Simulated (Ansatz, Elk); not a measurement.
# SrIn2Sb2: X-ray structure factors from the self-consistent density

Structure refinements treat a crystal as free atoms side by side. For a made-up structure of SrIn2Sb2 (cell and positions from a PBE relaxation) the runs below show what the calculated density changes in F(hkl).

Calculated with Elk 11.2.3 (patched build); DFT, PBE, all-electron APW+lo, Dirac cores, scalar-relativistic bands, static density, no spin.

The structure was built from a prototype and need not be the compound's stable phase.

## (1) Set-up

The structure is trigonal, space group P-3m1 (No. 164). Conventional cell: a = 5.346 Å, b = 5.346 Å, c = 6.565 Å, α = 90.00°, β = 90.00°, γ = 120.00°. Nearest to Sb lie 4 In at 2.96 to 3.12 Å and 3 Sr at 3.47 Å. Nearest to In lie 5 Sb at 2.96 to 3.61 Å and 3 Sr at 3.69 Å. Sr has 6 Sb at 3.47 Å and 6 In at 3.69 Å nearest. Farther neighbours are not listed.

## (2) Ground state and structure factors

An all-electron density is needed, since X-rays see the cores too. Task 0 finds the density and task 195 Fourier-transforms it; tshift is off so that phases refer to the origin typed.

elk.in

```
tasks
  0
  195

xctype
  20

spinpol
  .false.

rgkmax
  7.0

gmaxvr
  14.0

lmaxo
  7

lmaxapw
  8

swidth
  0.002

tshift
  .false.

ramdisk
  .false.

hmaxvr
  5.5

maxscl
  120

epspot
  1e-06

sppath
  './'

avec
  10.10204700082 0.00000000000 0.00000000000
  -5.05102350041 8.74862933293 0.00000000000
  -0.00000000000 0.00000000000 12.40561299158

atoms
  3
  'Sb.in'
  2
  0.6666666667 0.3333333333 0.2424752528   0.000000 0.000000 0.000000
  0.3333333333 0.6666666667 0.7575247472   0.000000 0.000000 0.000000
  'In.in'
  2
  0.6666666667 0.3333333333 0.6933038081   0.000000 0.000000 0.000000
  0.3333333333 0.6666666667 0.3066961919   0.000000 0.000000 0.000000
  'Sr.in'
  1
  -0.0000000000 -0.0000000000 -0.0000000000   0.000000 0.000000 0.000000

ngridk
  5 5 4
```

Run with:

```sh
$ OMP_NUM_THREADS=4 elk
```

Numbers of over 12 decimals in the logs are rounded to 6 here.

What it wrote:

```text
┌─────────────────────────┐
│ Elk code version 11.2.3 │
└─────────────────────────┘

All units are atomic (Hartree, Bohr, etc.)

┌─────────────────────────────────────────────────┐
│ Ground-state run starting from atomic densities │
└─────────────────────────────────────────────────┘

Lattice vectors :
   10.10204700       0.000000000       0.000000000
  -5.051023500       8.748629333       0.000000000
  -0.000000000       0.000000000       12.40561299

Reciprocal lattice vectors :
  0.6219714981      0.3590954119       0.000000000
   0.000000000      0.7181908237      -0.000000000
   0.000000000      -0.000000000      0.5064792293

Unit cell volume      :    1096.396473
Brillouin zone volume :   0.2262413456

Muffin-tin inner radius fraction :   0.1000000000E-01

Nuclei treated as point charges

Species : 1 (Sb)
 parameters loaded from : Sb.in
 name : antimony
 nuclear charge    :   -51.00000000
 electronic charge :    51.00000000
 atomic mass :    221954.9021
 muffin-tin radius :    2.600000000
 number of radial points in muffin-tin :   1193
 inner part over the whole radius :   0.9886087340E-02
 number on inner part of muffin-tin    :    850
 approximate nuclear radius :   0.8886795689E-04
 number of mesh points to nuclear radius :    429
 atomic positions (lattice), magnetic fields (Cartesian) :
  1 :  -0.33333333  0.33333333  0.24247525    0.00000000  0.00000000  0.00000000
  2 :   0.33333333 -0.33333333 -0.24247525    0.00000000  0.00000000  0.00000000

Species : 2 (In)
 parameters loaded from : In.in
 name : indium
 nuclear charge    :   -49.00000000
 electronic charge :    49.00000000
 atomic mass :    209300.4102
 muffin-tin radius :    2.600000000
 number of radial points in muffin-tin :   1193
 inner part over the whole radius :   0.9943151076E-02
 number on inner part of muffin-tin    :    850
 approximate nuclear radius :   0.8768807633E-04
 number of mesh points to nuclear radius :    427
 atomic positions (lattice), magnetic fields (Cartesian) :
  1 :  -0.33333333  0.33333333 -0.30669619    0.00000000  0.00000000  0.00000000
  2 :   0.33333333 -0.33333333  0.30669619    0.00000000  0.00000000  0.00000000

Species : 3 (Sr)
 parameters loaded from : Sr.in
 name : strontium
 nuclear charge    :   -38.00000000
 electronic charge :    38.00000000
 atomic mass :    159721.4892
 muffin-tin radius :    2.600000000
 number of radial points in muffin-tin :   1193
 inner part over the whole radius :   0.9909106339E-02
 number on inner part of muffin-tin    :    847
 approximate nuclear radius :   0.8067967193E-04
 number of mesh points to nuclear radius :    415
 atomic positions (lattice), magnetic fields (Cartesian) :
  1 :   0.00000000  0.00000000  0.00000000    0.00000000  0.00000000  0.00000000

Total number of atoms per unit cell :    5
Total muffin-tin volume :    368.1108832
 ratio of muffin-tin to unit cell volume :   0.3357461394

Spin treatment :
 spin-unpolarised

Number of Bravais lattice symmetries :   24
Number of crystal symmetries         :   12
Crystal has inversion symmetry
Real symmetric eigensolver will be used

k-point grid :      5     5     4
k-point offset :    0.000000000       0.000000000       0.000000000
k-point set is reduced with full crystal symmetry group
Total number of k-points :       17

Muffin-tin radius times maximum |G+k| :    7.000000000
 using average radius
Maximum |G+k| for APW functions       :    2.692307692
Maximum (1/2)|G+k|²                   :    3.624260355
Maximum |G| for potential and density :    14.00000000
Constant for pseudocharge density :    9
 order of it for each species :   16  16  16
 order of it for pair densities of each species (exact exchange by exxq0 0: 17) :   10  10  10
Radial integration step length :    1

G-vector grid sizes :     48    48    56
Number of G-vectors :    50863

Maximum angular momentum used for
 APW functions            :    8
 outer part of muffin-tin :    7
 inner part of muffin-tin :    2

Total nuclear charge    :   -238.0000000
[...]
total energy                :     -27915.225220732

Density of states at Fermi energy :    46.88008413
 (states/Hartree/unit cell)

Estimated indirect band gap :   0.7744515613E-02
 from k-point 14 to k-point 7
Estimated direct band gap   :   0.8393013480E-02
 at k-point 15

Charges :
 core                        :    160.0000000
 valence                     :    78.00000000
 interstitial                :    9.477316658
 muffin-tins (core leakage)
  species : 1 (Sb)
   atom 1                    :    49.09837730     (  0.7987879330E-03)
[...]
species : 2 (In)
[...]
species : 3 (Sr)
[...]
total in muffin-tins        :    228.5226833
 total calculated charge     :    237.9978120
 total charge                :    238.0000000
 error                       :   0.2188036296E-02

RMS change in Kohn-Sham potential (target) :   0.1124112363     (  0.1000000000E-05)
Absolute change in total energy (target)   :   0.4550387004     (  0.1000000000E-03)

[... loops 3 to 14 left out ...]

┌──────────────────┐
│ Loop number : 15 │
└──────────────────┘

Energies :
 Fermi                       :     0.189827
 sum of occupied eigenvalues :     -16818.283545241
 electron kinetic            :      29319.994693891
 core electron kinetic       :      28557.838652517
 Coulomb                     :     -56466.872543444
 Coulomb potential           :     -45137.829667878
 nuclear-nuclear             :     -2637.2996270570
 electron-nuclear            :     -62571.328760110
 Hartree                     :      8741.7558437233
 Madelung                    :     -33897.957709504
 xc potential                :     -1000.4485712538
 exchange                    :     -754.13563759793
 correlation                 :     -12.672787973831
 electron entropic           :    -0.70058448897086E-03
 total energy                :     -27913.686975709

Density of states at Fermi energy :    48.83326644
 (states/Hartree/unit cell)

Estimated indirect band gap :   0.7760869469E-02
 from k-point 2 to k-point 8
Estimated direct band gap   :   0.7904611399E-02
 at k-point 15

Charges :
 core                        :    160.0000000
 valence                     :    78.00000000
 interstitial                :    9.411533654
 muffin-tins (core leakage)
  species : 1 (Sb)
[...]
species : 2 (In)
[...]
species : 3 (Sr)
[...]
total in muffin-tins        :    228.5884663
 total calculated charge     :    237.9978617
 total charge                :    238.0000000
 error                       :   0.2138269899E-02

RMS change in Kohn-Sham potential (target) :   0.5432438141E-07 (  0.1000000000E-05)
Absolute change in total energy (target)   :   0.5136554319E-04 (  0.1000000000E-03)

Convergence targets achieved

┌──────────────────┐
│ Loop number : 16 │
└──────────────────┘

Energies :
 Fermi                       :     0.189827
 sum of occupied eigenvalues :     -16818.283547632
 electron kinetic            :      29319.994693271
 core electron kinetic       :      28557.838653657
 Coulomb                     :     -56466.872543995
 Coulomb potential           :     -45137.829668533
 nuclear-nuclear             :     -2637.2996270570
 electron-nuclear            :     -62571.328760422
 Hartree                     :      8741.7558434839
 Madelung                    :     -33897.957709729
 xc potential                :     -1000.4485723693
 exchange                    :     -754.13563759934
 correlation                 :     -12.672787978160
 electron entropic           :    -0.70058499254256E-03
 total energy                :     -27913.686976887

Density of states at Fermi energy :    48.83331267
 (states/Hartree/unit cell)

Estimated indirect band gap :   0.7760857808E-02
 from k-point 2 to k-point 8
Estimated direct band gap   :   0.7904605308E-02
 at k-point 15

Charges :
 core                        :    160.0000000
 valence                     :    78.00000000
 interstitial                :    9.411533386
 muffin-tins (core leakage)
  species : 1 (Sb)
[...]
species : 2 (In)
   atom 1                    :    47.29380653     (  0.1280709785E-03)
   atom 2                    :    47.29380653     (  0.1280709785E-03)
  species : 3 (Sr)
   atom 1                    :    35.95588308     (  0.2828752381E-04)
 total in muffin-tins        :    228.5884666
 total calculated charge     :    237.9978617
 total charge                :    238.0000000
 error                       :   0.2138269903E-02

┌──────────────────────────────┐
│ Self-consistent loop stopped │
└──────────────────────────────┘

Warning : core states of species 1 leak from the muffin-tin :   0.7855805941E-03

Warning : core states of species 2 leak from the muffin-tin :   0.1280709785E-03

Wrote STATE.OUT
```

Run time: 35 s. Hardware: 4 threads of Intel Xeon Platinum 8488C (Sapphire Rapids), shared host; peak memory 0.27 GiB.

SFACRHO.OUT:

```text

h k l indices transformed by vhmat matrix:
   1.000000000       0.000000000       0.000000000    
   0.000000000       1.000000000       0.000000000    
   0.000000000       0.000000000       1.000000000    

      h      k      l  multipl.   |H|            Re(F)            Im(F)           |F|

      0      0      0      1   0.0000000       238.00000      0.16548974E-16   238.00000    
      0      0      1      2  0.50647923       7.7407307      0.75731921E-14   7.7407307    
      0      1      0      6  0.71819082      -57.902772      0.37913881E-13   57.902772    
      1     -1     -1      6  0.87881697       53.651071      0.15298517E-13   53.651071    
      0     -1     -1      6  0.87881697       38.640371     -0.25470159E-13   38.640371    
      0      0     -2      2   1.0129585      -119.67793     -0.36912439E-14   119.67793    
      0      1     -2      6   1.2417258       155.20537     -0.34264575E-13   155.20537    
      1     -1      2      6   1.2417258       50.180032     -0.56477254E-16   50.180032    
     -1     -1      0      6   1.2439430       194.63648      0.11718912E-12   194.63648    
     -2      1     -1     12   1.3430992       6.2165037      0.91972739E-16   6.2165037    
      2      0      0      6   1.4363816      -49.225462      0.34116636E-13   49.225462    
      0      0     -3      2   1.5194377       83.924928      0.10181762E-15   83.924928    
      0     -2      1      6   1.5230606       33.858227      0.17300434E-13   33.858227    
      0     -2     -1      6   1.5230606       46.406171      0.26810399E-13   46.406171    
     -2      1      2     12   1.6042067      -104.60281     -0.10269238E-12   104.60281    
      1     -1     -3      6   1.6806216      -33.338757     -0.45585218E-13   33.338757    
      1     -1      3      6   1.6806216       35.548400     -0.26698230E-13   35.548400    
      2     -2     -2      6   1.7576339       44.764877      0.97062775E-17   44.764877
```

Elk indexes on the primitive cell of elk.in and gives |H| = 4π sin θ/λ in inverse bohr. Below, one row stands for each form hkl of the conventional cell (m members, Friedel mates merged), F is for one primitive cell and the density is static (no thermal factor). Free-atom factors are Waasmaier and Kirfel's, and R is Σm||F|−|F'||/Σm|F|.

| hkl | m | sin θ/λ (Å⁻¹) | abs F, DFT | neutral atoms | diff. |
| --- | --- | --- | --- | --- | --- |
| 001 | 2 | 0.076 | 7.741 | 7.561 | +0.179 |
| 100 | 6 | 0.108 | 57.903 | 57.759 | +0.144 |
| 101 | 6 | 0.132 | 53.651 | 53.374 | +0.277 |
| 011 | 6 | 0.132 | 38.640 | 38.714 | -0.073 |
| 002 | 2 | 0.152 | 119.678 | 119.633 | +0.045 |
| 102 | 6 | 0.187 | 155.205 | 155.328 | -0.123 |
| 012 | 6 | 0.187 | 50.180 | 50.136 | +0.044 |
| 110 | 6 | 0.187 | 194.637 | 194.835 | -0.198 |
| 111 | 12 | 0.202 | 6.216 | 6.207 | +0.009 |
| 200 | 6 | 0.216 | 49.225 | 49.409 | -0.184 |
| 003 | 2 | 0.229 | 83.925 | 84.274 | -0.349 |
| 201 | 6 | 0.229 | 33.858 | 33.826 | +0.032 |
| 021 | 6 | 0.229 | 46.406 | 46.455 | -0.049 |
| 112 | 12 | 0.241 | 104.603 | 104.973 | -0.370 |
| 103 | 6 | 0.253 | 33.339 | 33.515 | -0.176 |
| 013 | 6 | 0.253 | 35.548 | 35.569 | -0.021 |
| 202 | 6 | 0.264 | 44.765 | 44.827 | -0.062 |
| 022 | 6 | 0.264 | 138.235 | 138.501 | -0.266 |
| 210 | 12 | 0.286 | 44.571 | 44.580 | -0.009 |
| 113 | 12 | 0.295 | 76.028 | 76.099 | -0.071 |
| 211 | 12 | 0.296 | 42.414 | 42.389 | +0.025 |
| 121 | 12 | 0.296 | 30.226 | 30.224 | +0.002 |

## (3) The highest occupied states alone

An energy window below the Fermi level keeps the highest occupied states, to see at which angles they scatter; shallow core shells can lie inside it and anion s states outside. No new self-consistency is needed.

elk.in: that of step 2 with these lines changed.

```diff
@@ -1,3 +1,2 @@
 tasks
-  0
   195
@@ -40,2 +39,5 @@
 
+wsfac
+  -0.251170 0.489830
+
 sppath
```

Run with:

```sh
$ OMP_NUM_THREADS=4 elk
```

What it wrote:

```text
┌─────────────────────────────────┐
│ Elk code version 11.2.3 started │
└─────────────────────────────────┘

Info(readinput): the functional depends on the density's gradient
 muffin-tin radial points multiplied by    2.00000
 (not where nrmtscf is given)

┌────────────────────┐
│ Current task : 195 │
└────────────────────┘

Info(sfacrho): density structure factors written to SFACRHO.OUT

 Energy window :  -0.2511700000      0.4898300000

┌──────────────────┐
│ Elk code stopped │
└──────────────────┘
```

The job ended after 15 s (4 threads; peak memory 0.17 GiB; 18 s of CPU time).

States within 12 eV below the Fermi level hold 18.00 electrons; any levels below the window count with the cores. Their amplitudes can exceed the total, where window and core parts have opposite phase:

| hkl | sin θ/λ (Å⁻¹) | abs F, window | abs F, all |
| --- | --- | --- | --- |
| 001 | 0.076 | 0.104 | 7.741 |
| 100 | 0.108 | 3.690 | 57.903 |
| 101 | 0.132 | 2.143 | 53.651 |
| 011 | 0.132 | 1.480 | 38.640 |
| 002 | 0.152 | 3.400 | 119.678 |
| 102 | 0.187 | 0.988 | 155.205 |
| 012 | 0.187 | 0.389 | 50.180 |
| 110 | 0.187 | 1.388 | 194.637 |
| 111 | 0.202 | 0.043 | 6.216 |
| 200 | 0.216 | 0.080 | 49.225 |

## (4) Another functional

The difference from free atoms is small, so it is set against the change that PBEsol makes.

elk.in: that of step 3 with these lines changed.

```diff
@@ -1,2 +1,3 @@
 tasks
+  0
   195
@@ -4,3 +5,3 @@
 xctype
-  20
+  22
 
@@ -39,5 +40,2 @@
 
-wsfac
-  -0.251170 0.489830
-
 sppath
```

Run with:

```sh
$ OMP_NUM_THREADS=4 elk
```

What it wrote:

```text
┌─────────────────────────┐
│ Elk code version 11.2.3 │
└─────────────────────────┘

All units are atomic (Hartree, Bohr, etc.)

┌─────────────────────────────────────────────────┐
│ Ground-state run starting from atomic densities │
└─────────────────────────────────────────────────┘

Lattice vectors :
   10.10204700       0.000000000       0.000000000
  -5.051023500       8.748629333       0.000000000
  -0.000000000       0.000000000       12.40561299

Reciprocal lattice vectors :
  0.6219714981      0.3590954119       0.000000000
[...]
atom 2                    :    47.29470859     (  0.1294585532E-03)
  species : 3 (Sr)
   atom 1                    :    35.95361887     (  0.2832505720E-04)
 total in muffin-tins        :    228.5805888
 total calculated charge     :    237.9978425
 total charge                :    238.0000000
 error                       :   0.2157534829E-02

┌──────────────────────────────┐
│ Self-consistent loop stopped │
└──────────────────────────────┘

Warning : core states of species 1 leak from the muffin-tin :   0.7935634764E-03

Warning : core states of species 2 leak from the muffin-tin :   0.1294585532E-03

Wrote STATE.OUT
[key lines of the parts left out:]
total energy                :     -27900.829825613
```

Run time: 34 s. Hardware: 4 threads; peak memory 0.27 GiB; 76 s of CPU time.

Against the first run R = 0.01 %; the largest change is -0.029 at 300.

## (5) Basis size

A smaller basis shows how fast F responds to it; the change is likely larger than the basis error of the first run, but doesn't show convergence.

elk.in: that of step 4 with these lines changed.

```diff
@@ -5,3 +5,3 @@
 xctype
-  22
+  20
 
@@ -11,3 +11,3 @@
 rgkmax
-  7.0
+  5.5
```

Run with:

```sh
$ OMP_NUM_THREADS=4 elk
```

What it wrote:

```text
┌─────────────────────────┐
│ Elk code version 11.2.3 │
└─────────────────────────┘

All units are atomic (Hartree, Bohr, etc.)

┌─────────────────────────────────────────────────┐
│ Ground-state run starting from atomic densities │
└─────────────────────────────────────────────────┘

Lattice vectors :
   10.10204700       0.000000000       0.000000000
  -5.051023500       8.748629333       0.000000000
  -0.000000000       0.000000000       12.40561299

Reciprocal lattice vectors :
  0.6219714981      0.3590954119       0.000000000
[...]
atom 2                    :    47.25779245     (  0.1292740771E-03)
  species : 3 (Sr)
   atom 1                    :    35.92251998     (  0.2823041169E-04)
 total in muffin-tins        :    228.4207163
 total calculated charge     :    237.9980174
 total charge                :    238.0000000
 error                       :   0.1982559973E-02

┌──────────────────────────────┐
│ Self-consistent loop stopped │
└──────────────────────────────┘

Warning : core states of species 1 leak from the muffin-tin :   0.7912835287E-03

Warning : core states of species 2 leak from the muffin-tin :   0.1292740771E-03

Wrote STATE.OUT
[key lines of the parts left out:]
total energy                :     -27913.467880567
```

The job ended after 31 s (4 threads; peak memory 0.25 GiB).

Against the first run R = 0.03 %; the largest change is +0.109 at 300.

## (6) Settings against the effect

| run | R against the first run (%) | R against neutral atoms, low angle (%) | wall time |
| --- | --- | --- | --- |
| PBE, rgkmax 7 | 0.00 | 0.17 | 35 s |
| PBEsol | 0.01 | 0.18 | 34 s |
| rgkmax 5.5 | 0.03 | 0.16 | 31 s |

## (7) Summary of results

- R against neutral atoms, sin θ/λ < 0.3 Å⁻¹: 0.17 %
- R against neutral atoms, 0.3 to 0.62 Å⁻¹: 0.11 %

In words: Independent neutral atoms miss the calculated amplitudes by R = 0.17 % below 0.3 Å⁻¹ and 0.11 % from there to 0.62 Å⁻¹; by shells, 0.36 % below 0.15 Å⁻¹ (4 forms), 0.16 % 0.15 to 0.3 (18 forms), 0.05 % 0.3 to 0.45 (41 forms), 0.15 % above 0.45 (86 forms). Bonding, aspherical density and the tables' own atoms all enter these figures, and the runs don't part them. The largest change of an amplitude is -0.37 electrons, at 112. The window's part falls from 18.0 electrons at the origin to at most 0.33 between 0.45 and 0.62 Å⁻¹. Below 0.3 Å⁻¹ the changes that finished (PBEsol and rgkmax 5.5) move F by R = 0.03 % at most, against the 0.17 % that separates it from free atoms. The k-mesh has no finished test. Part of the difference isn't bonding: the tables are fits to free atoms and ions calculated by other methods than this functional. Thermal motion, anomalous dispersion and extinction are left out.

[Logs are printed without paths, hosts, clocks, repeated set-up lines and the standing remarks that a program may print on its own settings, such as how far it seeks lower states.]

[Hosts, paths, dates, database ids (printed as entryN), source tags and the programs' standing remarks are cut or masked in the printed files.]
